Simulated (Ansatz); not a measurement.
# Sc on Nb(110): change of the work function, part 3 of 5

How does Sc on the hollow site change the work function of Nb(110) as the layer fills?

Ansatz 0.2.0; plane-wave DFT, PBE, Ansatz PAW (the session's first sound run).

So far, work function, upper face (eV): step 2 (the clean slab) 4.49; step 3 (17 atoms, coverage 0.25 ML, cell 2x2) 2.61.

## 4. The covered slab, coverage 0.5 ML

System of this step: Sc/Nb(110). The cell holds 18 atoms: 16 Nb and 2 Sc. Its edges and angles: a = 5.716 Å, b = 5.716 Å, c = 28.061 Å, α = 90.0°, β = 90.0°, γ = 70.5°. Vacuum lies along c.

Another coverage, to see how the dipoles act on each other as their distance changes.

Contents of input.yaml:

```yaml
crystal:
  lattice:
    - [4.6669047558, -3.3, 0.0]
    - [4.6669047558, 3.3, 0.0]
    - [0.0, 0.0, 28.0605220633]
  atoms:
    - { symbol: Nb, position: [0.0, 0.0, 0.3207353013] }
    - { symbol: Nb, position: [0.25, 0.25, 0.4038931404] }
    - { symbol: Nb, position: [0.0, 0.0, 0.4880973195] }
    - { symbol: Nb, position: [0.25, 0.25, 0.5678090404] }
    - { symbol: Nb, position: [0.0, 0.5, 0.3207353013] }
    - { symbol: Nb, position: [0.25, 0.75, 0.4038931404] }
    - { symbol: Nb, position: [0.0, 0.5, 0.4880973195] }
    - { symbol: Nb, position: [0.25, 0.75, 0.5678090404] }
    - { symbol: Nb, position: [0.5, 0.0, 0.3207353013] }
    - { symbol: Nb, position: [0.75, 0.25, 0.4038931404] }
    - { symbol: Nb, position: [0.5, 0.0, 0.4880973195] }
    - { symbol: Nb, position: [0.75, 0.25, 0.5678090404] }
    - { symbol: Nb, position: [0.5, 0.5, 0.3207353013] }
    - { symbol: Nb, position: [0.75, 0.75, 0.4038931404] }
    - { symbol: Nb, position: [0.5, 0.5, 0.4880973195] }
    - { symbol: Nb, position: [0.75, 0.75, 0.5678090404] }
    - { symbol: Sc, position: [0.42, 0.42, 0.6792646987] }
    - { symbol: Sc, position: [0.92, 0.92, 0.6792646987] }
kpoints:
  mp_grid: { grid: [6, 6, 1] }
hamiltonian:
  xc: pbe
scf:
  occupations: { method: fermi_dirac, width: 0.1 }
  convergence: { dr2_threshold: 1.0e-08 }
efield:
  axis: 3
  dipole_correction: true
  ramp_position: 0.97
  ramp_width: 0.06
relax:
  f_tol: 0.02
  max_steps: 60
  constraints: [{ sites: [0, 1, 4, 5, 8, 9, 12, 13] }]
output:
  bader: true
  dos: { projected: true, e_range: [-8, 4] }
  write_potential: true
  write_density: true
  volumetric_format: npy
```

Launch:

```sh
$ ansatz run input.yaml --threads 4 --pin off --max-ram 6144MiB --backend cpu --events-out ev --progress --plain --runs-dir out
```

Numbers of over 12 decimals in the logs are rounded to 6 here.

The log of the run:

```text
[...]
Crystal: 18 atoms, lattice volume = 864.308 Å³
Basis set: ecut = 420 eV, 16869 PW (Γ), exchange–correlation on 80×80×384 points (8 copies of the dense FFT grid, shifted against one another)
Bands: 138, of which v1, the nominal top of the filled ones, is band 115 counted from 1 (114 counted from 0)
Symmetry: 4 space group operations
[...]
k-points: 13 of 36 (time reversal used)
[...]
SCF iter   1: F=—  HF=-77099.086721 eV  |F-HF|=—  |Δ(HF+E_count)|=         —  Δρ=9.24e-3  dr2=1.78e1  ethr=1.77e-3  p=0.316 e·Å  D=6.62e-2 V/Å  ΔV_dip=-1.86 eV  dr2_dipole=7.98e0  V_vac-E_F(+/−)=3.12/4.98 eV  ⟨swp⟩=10.6  Hψ=9028  notcnv=0
[...]
SCF iter  10: F=-77098.702522 eV  HF=-77098.702522 eV  |F-HF|=5.82e-10  |Δ(HF+E_count)|=   3.92e-8  Δρ=4.93e-7  dr2=5.95e-9  ethr=4.35e-12  p=0.201 e·Å  D=4.22e-2 V/Å  ΔV_dip=-1.18 eV  dr2_dipole=8.22e-10  V_vac-E_F(+/−)=3.34/4.53 eV  ⟨swp⟩=13.2  Hψ=12958  notcnv=0
SCF 1 converged in 10 iterations: F = -77098.702522 eV  dr2 = 5.95e-9
[...]
relax step   1: F+E_penalty+E_count = -77098.70252232 eV  Δ(F+E_penalty+E_count) = +0.000e0 eV  max|allowed force component| = 1.276e0 eV/Å  Δτ_max = 0.0000 Å  (10 SCF iters, accepted)
[...]
SCF iter  11: F=-77099.441886 eV  HF=-77099.441886 eV  |F-HF|=3.06e-10  |Δ(HF+E_count)|=   1.54e-8  Δρ=5.42e-7  dr2=7.67e-9  ethr=4.35e-12  p=0.214 e·Å  D=4.47e-2 V/Å  ΔV_dip=-1.25 eV  dr2_dipole=2.36e-9  V_vac-E_F(+/−)=3.27/4.52 eV  ⟨swp⟩=12.1  Hψ=13028  notcnv=0
SCF 2 converged in 11 iterations: F = -77099.441886 eV  dr2 = 7.67e-9
[...]
relax step   2: F+E_penalty+E_count = -77099.44188618 eV  Δ(F+E_penalty+E_count) = -7.394e-1 eV  max|allowed force component| = 1.206e0 eV/Å  Δτ_max = 0.1948 Å  (11 SCF iters, accepted)
[...]
SCF iter  11: F=-77099.965004 eV  HF=-77099.965004 eV  |F-HF|=1.11e-9  |Δ(HF+E_count)|=   1.06e-8  Δρ=5.31e-7  dr2=7.66e-9  ethr=4.35e-12  p=0.241 e·Å  D=5.06e-2 V/Å  ΔV_dip=-1.42 eV  dr2_dipole=1.53e-9  V_vac-E_F(+/−)=3.10/4.52 eV  ⟨swp⟩=8.5  Hψ=12974  notcnv=0
SCF 3 converged in 11 iterations: F = -77099.965004 eV  dr2 = 7.66e-9
relax step   3: F+E_penalty+E_count = -77099.96500389 eV  Δ(F+E_penalty+E_count) = -5.231e-1 eV  max|allowed force component| = 9.632e-1 eV/Å  Δτ_max = 0.1912 Å  (11 SCF iters, accepted)
[...]
relax step   4: F+E_penalty+E_count = -77100.27760682 eV  Δ(F+E_penalty+E_count) = -3.126e-1 eV  max|allowed force component| = 3.922e-1 eV/Å  Δτ_max = 0.1949 Å  (11 SCF iters, accepted)
[...]
relax step   5: F+E_penalty+E_count = -77100.45207322 eV  Δ(F+E_penalty+E_count) = -1.745e-1 eV  max|allowed force component| = 3.436e-1 eV/Å  Δτ_max = 0.2000 Å  (11 SCF iters, accepted)
[...]
relax step   6: F+E_penalty+E_count = -77100.61341885 eV  Δ(F+E_penalty+E_count) = -1.613e-1 eV  max|allowed force component| = 1.946e-1 eV/Å  Δτ_max = 0.1947 Å  (10 SCF iters, accepted)
[...]
relax step   7: F+E_penalty+E_count = -77100.68944579 eV  Δ(F+E_penalty+E_count) = -7.603e-2 eV  max|allowed force component| = 8.213e-2 eV/Å  Δτ_max = 0.2000 Å  (10 SCF iters, accepted)
[...]
relax step   8: F+E_penalty+E_count = -77100.70183922 eV  Δ(F+E_penalty+E_count) = -1.239e-2 eV  max|allowed force component| = 7.527e-2 eV/Å  Δτ_max = 0.1541 Å  (10 SCF iters, accepted)
SCF iter   1: F=—  HF=-77100.704948 eV  |F-HF|=—  |Δ(HF+E_count)|=         —  Δρ=8.69e-4  dr2=6.57e-2  ethr=9.24e-5  p=0.296 e·Å  D=6.19e-2 V/Å  ΔV_dip=-1.74 eV  dr2_dipole=1.90e-2  V_vac-E_F(+/−)=2.78/4.52 eV  ⟨swp⟩=2.1  Hψ=2902  notcnv=0
[...]
SCF iter   9: F=-77100.703283 eV  HF=-77100.703283 eV  |F-HF|=2.91e-11  |Δ(HF+E_count)|=   8.31e-9  Δρ=2.34e-7  dr2=1.54e-9  ethr=4.35e-12  p=0.296 e·Å  D=6.19e-2 V/Å  ΔV_dip=-1.74 eV  dr2_dipole=7.85e-11  V_vac-E_F(+/−)=2.78/4.52 eV  ⟨swp⟩=9.2  Hψ=10672  notcnv=0
SCF 9 converged in 9 iterations: F = -77100.703283 eV  dr2 = 1.54e-9
relax step   9: F+E_penalty+E_count = -77100.70328268 eV  Δ(F+E_penalty+E_count) = -1.443e-3 eV  max|allowed force component| = 1.135e-2 eV/Å  Δτ_max = 0.0148 Å  (9 SCF iters, accepted)
[...]
SCF converged after 9 iterations
Free energy (F): -77100.703283 eV
[...]
Internal energy: -77099.906698 eV  (E = F + TS)
E sigma→0 (E₀):  -77100.304990 eV
Entropy (-TS):   -0.796585 eV (-44.255 meV/atom)
Fermi energy:    4.422091 eV
Dipole field:    D = 0.061903 V/Å  (p = 0.295680 e·Å, saw-weighted, corrected)
Work function:   Φ+ = 2.7815 eV   Φ− = 4.5186 eV
[...]
--- Forces (eV/Å), atoms counted from 1 ---
  atom   1  Nb     0.00007944    -0.00000000     0.30653312
  atom   2  Nb     0.00065742     0.00000000    -0.39879675
  atom   3  Nb    -0.00266104     0.00000000    -0.00078287
  atom   4  Nb    -0.00603167     0.00000000    -0.00121821
  atom   5  Nb    -0.00002533     0.00000000     0.36327281
  atom   6  Nb     0.00100456    -0.00000000    -0.26957733
  atom   7  Nb    -0.00221627    -0.00000000    -0.00323950
  atom   8  Nb     0.01135218     0.00000000     0.00248900
  atom   9  Nb    -0.00002533     0.00000000     0.36327281
  atom  10  Nb     0.00100456    -0.00000000    -0.26957733
  atom  11  Nb    -0.00221627    -0.00000000    -0.00323950
  atom  12  Nb     0.01135218     0.00000000     0.00248900
  atom  13  Nb     0.00007944    -0.00000000     0.30653312
  atom  14  Nb     0.00065742     0.00000000    -0.39879675
  atom  15  Nb    -0.00266104     0.00000000    -0.00078287
  atom  16  Nb    -0.00603167     0.00000000    -0.00121821
  atom  17  Sc    -0.00215764    -0.00000000     0.00133375
  atom  18  Sc    -0.00215764    -0.00000000     0.00133375
  max |Σ_I F_I| component: 2.81e-5 eV/Å
--- Band table (eV; the first three rows and the last of 13) ---
  k-point 0: bands = [... 111 lower, 4.4454, 4.4853, 4.5830, 4.9782, 5.1084, 5.1217, 5.1402, 5.1743, ... 19 higher]
  k-point 1: bands = [... 111 lower, 4.3593, 4.4055, 4.6470, 4.8547, 4.8717, 4.9734, 5.0409, 5.0441, ... 19 higher]
  k-point 2: bands = [... 111 lower, 4.1706, 4.1881, 4.2727, 4.4446, 4.5370, 4.5824, 4.6477, 4.7142, ... 19 higher]
  k-point 12: bands = [... 111 lower, 4.1156, 4.3183, 4.3647, 4.4996, 4.5596, 4.5634, 4.5729, 4.5832, ... 19 higher]
--- Relaxed structure (9 steps of the walk, 9 accepted, 0 SCFs on fresh bases) ---
  F+E_penalty+E_count = -77100.70328268 eV   max|allowed force component| = 1.135e-2 eV/Å
  atoms:
    - { symbol: Nb, position: [0.0, 0.0, 0.3207353013] }
    - { symbol: Nb, position: [0.25, 0.25, 0.4038931404] }
    - { symbol: Nb, position: [3.3231820019231514e-5, 3.3231820019231514e-5, 0.487156] }
    - { symbol: Nb, position: [0.250129, 0.250129, 0.573789] }
    - { symbol: Nb, position: [0.0, 0.5, 0.3207353013] }
    - { symbol: Nb, position: [0.25, 0.75, 0.4038931404] }
    - { symbol: Nb, position: [5.954360043181062e-5, 0.500060, 0.487858] }
    - { symbol: Nb, position: [0.249922, 0.749922, 0.567894] }
    - { symbol: Nb, position: [0.5, 0.0, 0.3207353013] }
    - { symbol: Nb, position: [0.75, 0.25, 0.4038931404] }
    - { symbol: Nb, position: [0.500060, 5.954360043181062e-5, 0.487858] }
    - { symbol: Nb, position: [0.749922, 0.249922, 0.567894] }
    - { symbol: Nb, position: [0.5, 0.5, 0.3207353013] }
    - { symbol: Nb, position: [0.75, 0.75, 0.4038931404] }
    - { symbol: Nb, position: [0.500033, 0.500033, 0.487156] }
    - { symbol: Nb, position: [0.750129, 0.750129, 0.573789] }
    - { symbol: Sc, position: [0.500274, 0.500274, 0.648257] }
    - { symbol: Sc, position: [1.000274, 1.000274, 0.648257] }
--- Bader charges: 18 sites ---
  site symbol  charge [e]  shift [e]
     0     Nb     -0.0885     0.0000
     1     Nb      0.0833     0.0000
     2     Nb      0.0237     0.0000
     3     Nb     -0.2363     0.0000
     4     Nb     -0.0816     0.0000
     5     Nb      0.0972     0.0000
     6     Nb      0.0551     0.0000
     7     Nb     -0.5005     0.0002
     8     Nb     -0.0816     0.0000
     9     Nb      0.0972     0.0000
    10     Nb      0.0551     0.0000
    11     Nb     -0.5005     0.0002
    12     Nb     -0.0885     0.0000
    13     Nb      0.0832     0.0000
    14     Nb      0.0238     0.0000
    15     Nb     -0.2363     0.0000
    16     Sc      0.6475     0.0002
    17     Sc      0.6475     0.0002
  estimated error of the sums over rays = 5.8e-4 e
```

It took 9 min on 4 threads of Arm Neoverse V1, shared host; peak memory 3.3 GiB; 35 min of CPU time.

Relaxation path:

| step | energy less that of the first step (eV) | largest force component (eV/Å) |
| --- | --- | --- |
| 1 | 0.0000 | 1.2763 |
| 2 | -0.7394 | 1.2056 |
| 3 | -1.2625 | 0.9632 |
| 4 | -1.5751 | 0.3922 |
| 5 | -1.7496 | 0.3436 |
| 6 | -1.9109 | 0.1946 |
| 7 | -1.9869 | 0.0821 |
| 8 | -1.9993 | 0.0753 |
| 9 | -2.0008 | 0.0114 |

Forces are held to the 4 operations that the run works with; a distortion that breaks them can't arise in this run.

The atoms that moved most (Å):

| atom | dx | dy | dz | length |
| --- | --- | --- | --- | --- |
| Sc18 | 0.749 | 0.000 | -0.870 | 1.148 |
| Sc17 | 0.749 | 0.000 | -0.870 | 1.148 |
| Nb4 | 0.001 | 0.000 | 0.168 | 0.168 |
| Nb16 | 0.001 | 0.000 | 0.168 | 0.168 |
| Nb15 | 0.000 | 0.000 | -0.026 | 0.026 |
| Nb3 | 0.000 | 0.000 | -0.026 | 0.026 |
| Nb7 | 0.001 | 0.000 | -0.007 | 0.007 |
| Nb11 | 0.001 | 0.000 | -0.007 | 0.007 |

This step gave:

* energy at zero smearing: -77100.3050 eV
* work function, upper face: 2.782 eV
* dipole along the normal: 0.2957 e·Å
* step between the vacuum levels: -1.737 eV

Running mean over 2.333 Å of the planar mean; the ramp of the sawtooth is left out. Table of electron's electrostatic potential energy less the Fermi level by z:

z (Å), electron's electrostatic potential energy less the Fermi level (eV) and a bar from the least value:
```
        4        4.5 ##############################
        5        4.5 ##############################
        6        4.3 ##############################
        7        2.8 ###########################
        8       -5.9 ##########
        9      -11.0 
       10      -11.0 
       11      -10.9 
       12      -10.9 
       13      -10.9 
       14      -11.0 
       15      -10.9 
       16      -11.0 
       17       -8.6 #####
       18       -3.5 ##############
       19       -1.9 ##################
       20        1.5 ########################
       21        2.6 ##########################
       22        2.7 ###########################
       23        2.8 ###########################
       24        2.8 ###########################
```

The density of states has structure finer than the step of the table below, so its rows give means over 0.25 eV, whole bins alone (the curve runs from -8 to 1.32 eV). Peaks (eV: height): -2.830: 36.1, -2.350: 32.2, -1.590: 40.4, -1.290: 55.1, -0.990: 30.2, -0.570: 37.9, -0.300: 44.8.

The density of states by energy, zero at the Fermi level; means over each step:

energy (eV), density of states (states/eV a cell) and a bar:
```
    -5.75        0.0 
    -5.50        0.6 #
    -5.25        0.9 #
    -5.00        1.0 #
    -4.75        1.2 #
    -4.50        2.2 ##
    -4.25        2.7 ##
    -4.00        3.3 ###
    -3.75        2.9 ###
    -3.50       10.2 #########
    -3.25       18.8 #################
    -3.00       14.8 #############
    -2.75       24.6 ######################
    -2.50       25.4 #######################
    -2.25       21.9 ###################
    -2.00       16.4 ###############
    -1.75       16.1 ##############
    -1.50       31.3 ############################
    -1.25       32.0 ############################
    -1.00       23.4 #####################
    -0.75       21.5 ###################
    -0.50       33.8 ##############################
    -0.25       31.2 ############################
     0.00       24.0 #####################
     0.25       21.0 ###################
     0.50       22.5 ####################
     0.75       17.2 ###############
     1.00       17.3 ###############
```

Projected DOS per atom over height of the atomic layer and energy from the Fermi level. Layers: Nb4 Nb4 Nb4 Nb4 Sc2 from below.

Ten even steps from '0' (0.00 states/eV) to '9' (2.82 states/eV), each cell a mean:
```
32228
32229
42237
54566
74554
54441
67651
22342
44352
45541
24420
12210
00000
00000
00000
00000
00000
00000
00000
00000
00000
00000
```
Columns: height of the atomic layer (Å) from 9 to 18.2; rows upwards: energy from the Fermi level (eV) from -7.96 to 1.25.

The relaxation took 9 steps and lowered the energy by 2.0 eV; the largest force on the free atoms ends at 0.011 eV/Å.

The covered face has 2.78 eV, -1.70 eV against the clean one; the bare back face has moved by -0.01 eV, a measure of how thin the slab is.

## 5. Work function against coverage

This step: plane-wave DFT, PBE, Ansatz PAW; work function against coverage (Ansatz 0.2.0).

The runs are now put side by side.

Numbers from this step:

| Quantity | Value |
| --- | --- |
| work function of the clean face | 4.485 eV |
| largest change of the work function | -1.870 eV |

The work function of the covered face by coverage:

| coverage (adsorbates/nm²) | work function of the covered face (eV) |
| --- | --- |
| 0.00 | 4.49 |
| 3.25 | 2.61 |
| 6.49 | 2.78 |

The dipole per adsorbate comes from the change of the cell's dipole. Coverage, by row:

| coverage (1/nm²) | coverage (ML) | work function (eV) | change (eV) | dipole per adsorbate, positive end outwards (debye) | mean height of the added atoms over the highest substrate atom (Å) |
| --- | --- | --- | --- | --- | --- |
| 3.247 | 0.25 | 2.615 | -1.87 | 1.519 | 2.091 |
| 6.493 | 0.5 | 2.782 | -1.704 | 0.691 | 2.09 |

## 6. The 0.25 ML cell at another level of theory, cutoff 500 eV, functional r2SCAN

This step: plane-wave DFT, r2SCAN, Ansatz PAW (Ansatz 0.2.0).

System of this step: Sc/Nb(110). The cell holds 17 atoms: 16 Nb and 1 Sc. Cell: a = 5.716 Å, b = 5.716 Å, c = 28.061 Å, α = 90.0°, β = 90.0°, γ = 70.5°. Vacuum lies along c.

The geometry is kept and the functional is r2SCAN; other changes against the main runs: cutoff 420 → 500.

Contents of input.yaml:

```yaml
crystal:
  lattice:
    - [4.6669047558, -3.3, 0.0]
    - [4.6669047558, 3.3, 0.0]
    - [0.0, 0.0, 28.0605220633]
  atoms:
    - { symbol: Nb, position: [0.0, 0.0, 0.3207353013] }
    - { symbol: Nb, position: [0.25, 0.25, 0.4038931404] }
    - { symbol: Nb, position: [0.0002332153, 0.0002332153, 0.4877077736] }
    - { symbol: Nb, position: [0.2547967033, 0.2547967033, 0.5719063343] }
    - { symbol: Nb, position: [0.0, 0.5, 0.3207353013] }
    - { symbol: Nb, position: [0.25, 0.75, 0.4038931404] }
    - { symbol: Nb, position: [0.0002189402, 0.5002201611, 0.4881106459] }
    - { symbol: Nb, position: [0.2460858276, 0.7543867037, 0.5677241448] }
    - { symbol: Nb, position: [0.5, 0.0, 0.3207353013] }
    - { symbol: Nb, position: [0.75, 0.25, 0.4038931404] }
    - { symbol: Nb, position: [0.5002201611, 0.0002189402, 0.4881106459] }
    - { symbol: Nb, position: [0.7543867037, 0.2460858276, 0.5677241448] }
    - { symbol: Nb, position: [0.5, 0.5, 0.3207353013] }
    - { symbol: Nb, position: [0.75, 0.75, 0.4038931404] }
    - { symbol: Nb, position: [0.5001917841, 0.5001917841, 0.4869472638] }
    - { symbol: Nb, position: [0.745603585, 0.745603585, 0.5719364886] }
    - { symbol: Sc, position: [0.5003320224, 0.5003320224, 0.6464626097] }
kpoints:
  mp_grid: { grid: [6, 6, 1] }
hamiltonian:
  xc: r2scan
scf:
  occupations: { method: fermi_dirac, width: 0.1 }
  convergence: { dr2_threshold: 1.0e-08 }
efield:
  axis: 3
  dipole_correction: true
  ramp_position: 0.97
  ramp_width: 0.06
output:
  write_potential: true
  write_density: true
  volumetric_format: npy
```

The log of the run:

```text
[...]
Crystal: 17 atoms, lattice volume = 864.308 Å³
Basis set: ecut = 500 eV, 21883 PW (Γ), exchange–correlation on 180×180×864 points (64 copies of the dense FFT grid, shifted against one another)
Bands: 132, of which v1, the nominal top of the filled ones, is band 110 counted from 1 (109 counted from 0)
Symmetry: 2 space group operations
[...]
k-points: 13 of 36 (time reversal used)
[...]
SCF iter   1: F=—  HF=-75150.730466 eV  |F-HF|=—  |Δ(HF+E_count)|=         —  Δρ=1.20e-2  dr2=2.05e1  dr2_τ=3.17e-1  ethr=1.77e-3  p=0.355 e·Å  D=7.43e-2 V/Å  ΔV_dip=-2.08 eV  dr2_dipole=1.59e0  V_vac-E_F(+/−)=2.85/4.94 eV  ⟨swp⟩=10.3  Hψ=8755  notcnv=0
[...]
SCF iter  11: F=-75150.233194 eV  HF=-75150.233194 eV  |F-HF|=1.56e-9  |Δ(HF+E_count)|=   4.96e-9  Δρ=3.02e-7  dr2=2.69e-9  dr2_τ=1.72e-10  ethr=4.57e-12  p=0.351 e·Å  D=7.35e-2 V/Å  ΔV_dip=-2.06 eV  dr2_dipole=5.23e-10  V_vac-E_F(+/−)=2.54/4.60 eV  ⟨swp⟩=3.4  Hψ=3448  notcnv=0
SCF 1 converged in 11 iterations: F = -75150.233194 eV  dr2 = 2.69e-9
[...]
SCF converged after 11 iterations
Free energy (F): -75150.233194 eV
[...]
Internal energy: -75149.522532 eV  (E = F + TS)
E sigma→0 (E₀):  -75149.877863 eV
Entropy (-TS):   -0.710662 eV (-41.804 meV/atom)
Fermi energy:    4.080688 eV
Dipole field:    D = 0.073494 V/Å  (p = 0.351040 e·Å, saw-weighted, corrected)
Work function:   Φ+ = 2.5369 eV   Φ− = 4.5991 eV
[...]
--- Band table (eV; the first three rows and the last of 13) ---
  k-point 0: bands = [... 106 lower, 4.1700, 4.2743, 4.3965, 4.7236, 4.8136, 4.8865, 4.9533, 5.0475, ... 18 higher]
  k-point 1: bands = [... 106 lower, 4.0759, 4.1423, 4.3758, 4.5545, 4.6764, 4.7528, 4.8079, 4.8759, ... 18 higher]
  k-point 2: bands = [... 106 lower, 3.7669, 3.8563, 3.9135, 4.1332, 4.2429, 4.2858, 4.3156, 4.3618, ... 18 higher]
  k-point 12: bands = [... 106 lower, 3.8553, 4.0067, 4.1966, 4.2065, 4.2561, 4.2796, 4.2827, 4.3286, ... 18 higher]
```

The job ended after 2.3 min (4 threads; peak memory 5.1 GiB; 8.9 min of CPU time).

Reading the cycles: dr2 is the Hartree energy of the density residual (eV), the measure of convergence; HF is the Harris–Foulkes estimate of the energy, which meets the free energy F at convergence.

This step gave:

```yaml
energy_at_zero_smearing: -75149.8779 eV
work_function_upper_face: 2.537 eV
work_function_lower_face: 4.599 eV
dipole_along_the_normal: 0.3510 e·Å
step_between_the_vacuum_levels: -2.062 eV
```

The work function comes to 2.54 eV, -0.08 eV from the first level.

(Continued in part 4 of 5.)

[Logs are printed without paths, hosts, clocks, repeated set-up lines and the standing remarks that a program may print on its own settings, such as how far it seeks lower states.]

[Hosts, paths, dates, database ids (printed as entryN), source tags and the programs' standing remarks are cut or masked in the printed files.]

[Maps of the electrostatic potential energy from Ansatz leave out the sawtooth potential of an applied field or a dipole correction, so their vacuum need not be flat; planar profiles and work functions include it.]
